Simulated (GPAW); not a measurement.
# 1T-IrSSe monolayer in an electric field, part 2 of 2

Aim: the dipole that a field along the normal induces in 1T-IrSSe monolayer.

GPAW 26.7.0; GPAW, PAW setups; layer in a repeated cell with vacuum, relaxation of atoms and in-plane cell (the session's first sound run).

So far. Step 8 (In a field): The dipole is now 0.0301 e Å, against 0.0013 in the run without a field.

**9. In a field**

Level of this step: GPAW, PAW setups; slab in vacuum (GPAW).

File run.py:

```python
import json
import numpy as np
from ase import Atoms
from gpaw import GPAW, PW
from gpaw.external import ConstantElectricField

slab = Atoms(
    ['Se', 'Ir', 'S'],
    positions=[
        [1.81465, 1.04769, 8.00000],
        [-0.00000, -0.00000, 9.43302],
        [-0.00000, 2.09538, 10.48169]],
    cell=[[3.6293, 0.0, 0.0], [-1.81465, 3.14307, 0.0], [0.0, 0.0, 18.4817]],
    pbc=[True, True, False])

slab.calc = GPAW(mode=PW(400), xc='PBE', kpts={'size': (9, 9, 1), 'gamma': True},
                 occupations={'name': 'fermi-dirac', 'width': 0.05}, nbands='160%',
                 convergence={'density': 1e-05}, maxiter=200,
                 poissonsolver={'dipolelayer': 'xy'},
                 external=ConstantElectricField(0.2, [0, 0, 1]),
                 symmetry={'tolerance': 1e-3}, txt='slab.txt')
result = {}
energy = slab.get_potential_energy()
fermi = slab.calc.get_fermi_level()
v = slab.calc.get_electrostatic_potential().mean((0, 1)) - fermi
n = slab.calc.get_pseudo_density().mean((0, 1))
L = slab.cell[2, 2]
z = np.arange(len(v)) * L / len(v)
low, high = slab.positions[:, 2].min(), slab.positions[:, 2].max()
below, above = np.interp([low - 5.8, high + 5.8], z, v)
slopes = [np.interp(x, z, np.gradient(v, z)) for x in (low - 5.8, high + 5.8)]
eps = np.array([[slab.calc.get_eigenvalues(k, s) for k in range(len(slab.calc.get_ibz_k_points()))]
                for s in range(slab.calc.get_number_of_spins())]) - fermi
top, bottom = eps[eps < 0].max(), eps[eps > 0].min()
dipole = slab.get_dipole_moment()[2]
print(f'energy {energy:.4f} eV, Fermi level {fermi:.4f} eV, dipole {dipole:.5f} e A')
print(f'potential 5.8 A off the faces, from the Fermi level: lower {below:.4f} eV, upper {above:.4f} eV')
print(f'slope of the potential there: lower {slopes[0]:.5f}, upper {slopes[1]:.5f} eV/A')
print(f'nearest levels on the mesh: {top:.4f} and {bottom:.4f} eV')
print('magnetic moment', round(slab.get_magnetic_moment(), 3))
result.update(energy=energy, fermi=fermi, dipole=dipole, below=below, above=above, slopes=slopes, edges=[top, bottom],
              z=z.tolist(), v=v.tolist(), n=n.tolist(), positions=slab.positions.tolist(),
              forces=slab.get_forces(apply_constraint=False).tolist(), moments=slab.get_magnetic_moments().tolist())
json.dump(result, open('result.json', 'w'))
```

Run with:

```console
$ OMP_NUM_THREADS=1 OPENBLAS_NUM_THREADS=1 python run.py
```

What it wrote:

```text
energy -17.5942 eV, Fermi level -1.9207 eV, dipole 0.05893 e A
potential 5.8 A off the faces, from the Fermi level: lower 5.9528 eV, upper 5.0177 eV
slope of the potential there: lower 0.00002, upper 0.00010 eV/A
nearest levels on the mesh: -0.0523 and 0.1678 eV
magnetic moment 0.0
```

The job ended after 55 s (1 thread of Intel Xeon Platinum 8488C (Sapphire Rapids), shared host; peak memory 0.27 GiB).

Table of electrostatic potential energy of an electron (without an applied field's), less the Fermi level, planar mean by z:

z (Å), electrostatic potential energy of an electron (without an applied field's), less the Fermi level, planar mean (eV) and a bar from the least value:
```
      0.0        5.5 #############################
      0.5        6.0 ##############################
      1.0        6.0 ##############################
      1.5        6.0 ##############################
      2.0        6.0 ##############################
      2.5        6.0 ##############################
      3.0        6.0 ##############################
      3.5        6.0 ##############################
      4.0        6.0 ##############################
      4.5        6.0 ##############################
      5.0        5.9 ##############################
      5.5        5.9 ##############################
      6.0        5.8 ##############################
      6.5        5.4 #############################
      7.0        3.5 ###########################
      7.5       -3.8 #################
      8.0      -16.0 #
      8.5       -7.3 ############
      9.0       -9.9 #########
      9.5      -16.6 
     10.0      -12.1 ######
     10.5      -15.0 ##
     11.0       -2.4 ###################
     11.5        3.4 ###########################
     12.0        4.7 ############################
     12.5        5.0 #############################
     13.0        5.0 #############################
     13.5        5.0 #############################
     14.0        5.0 #############################
     14.5        5.0 #############################
     15.0        5.0 #############################
     15.5        5.0 #############################
     16.0        5.0 #############################
     16.5        5.0 #############################
     17.0        5.0 #############################
     17.5        5.0 #############################
     18.0        5.0 #############################
```

The dipole is now 0.0589 e Å, against 0.0013 in the run without a field.

**10. In a field**

run.py, as its differences from that of step 9:

```diff
@@ -19,3 +19,3 @@
                  poissonsolver={'dipolelayer': 'xy'},
-                 external=ConstantElectricField(0.2, [0, 0, 1]),
+                 external=ConstantElectricField(0.3, [0, 0, 1]),
                  symmetry={'tolerance': 1e-3}, txt='slab.txt')
```

What it wrote:

```text
energy -17.6016 eV, Fermi level -1.9268 eV, dipole 0.08784 e A
potential 5.8 A off the faces, from the Fermi level: lower 6.1917 eV, upper 4.7979 eV
slope of the potential there: lower 0.00004, upper 0.00012 eV/A
nearest levels on the mesh: -0.0517 and 0.1673 eV
magnetic moment 0.0
```

Run time: 57 s. Hardware: 1 thread; peak memory 0.27 GiB.

Electrostatic potential energy of an electron (without an applied field's), less the Fermi level, planar mean against z:

```tsv
z (Å)	electrostatic potential energy of an electron (without an applied field's), less the Fermi level, planar mean (eV)
0	5.49
1	6.19
2	6.19
3	6.19
4	6.19
5	6.18
6	6.04
7	3.68
8	-15.9
9	-9.85
10	-12.2
11	-2.58
12	4.50
13	4.79
14	4.80
15	4.80
16	4.80
17	4.80
18	4.80
```

The dipole is now 0.0878 e Å, against 0.0013 in the run without a field.

**11. The series**

The members are put on one axis.

This step: induced dipole against applied field (GPAW 26.7.0).

Table of dipole along the normal by field:

```tsv
field (V/Å)	dipole along the normal (e·Å)
-0.200	-0.0563
-0.100	-0.0276
-0.050	-0.0132
0.000	0.00133
0.050	0.0157
0.100	0.0301
0.200	0.0589
0.300	0.0878
```

**12. Results**

| Property | Result |
| --- | --- |
| work function, upper and lower face | 5.460 and 5.480 eV |
| dipole along the normal | 0.00133 e Å |
| induced dipole per field | 0.288 e Å per V/Å |
| out-of-plane polarisability per area, α/(ε0 A) | 4.57 Å |

In words: The field induces 0.288 e Å per V/Å, a polarisable thickness α/(ε0 A) of 4.57 Å beside 2.48 Å between the outermost nuclei. A perfect conductor would give the distance between its two image planes; a dielectric of thickness t gives t(1 - 1/ε). The induced dipole is linear in the field over this range. The starting lattice was a guess from atomic radii; the relaxation moved it by 5 %. The small printed dipole stands for a step of -21 meV from the lower to the upper face, and the probes find -20 meV; values this small are near the numerical noise of both. The cell holds an odd number of electrons, so without spin polarisation it must come out metallic and without a moment, whatever its true state. The layer's cell and atoms come from the relaxation; spin-orbit coupling and temperature are left out.

[Logs are printed without paths, hosts, clocks, repeated set-up lines and the standing remarks that a program may print on its own settings, such as how far it seeks lower states.]

[Hosts, paths, dates, database ids (printed as entryN), source tags and the programs' standing remarks are cut or masked in the printed files.]
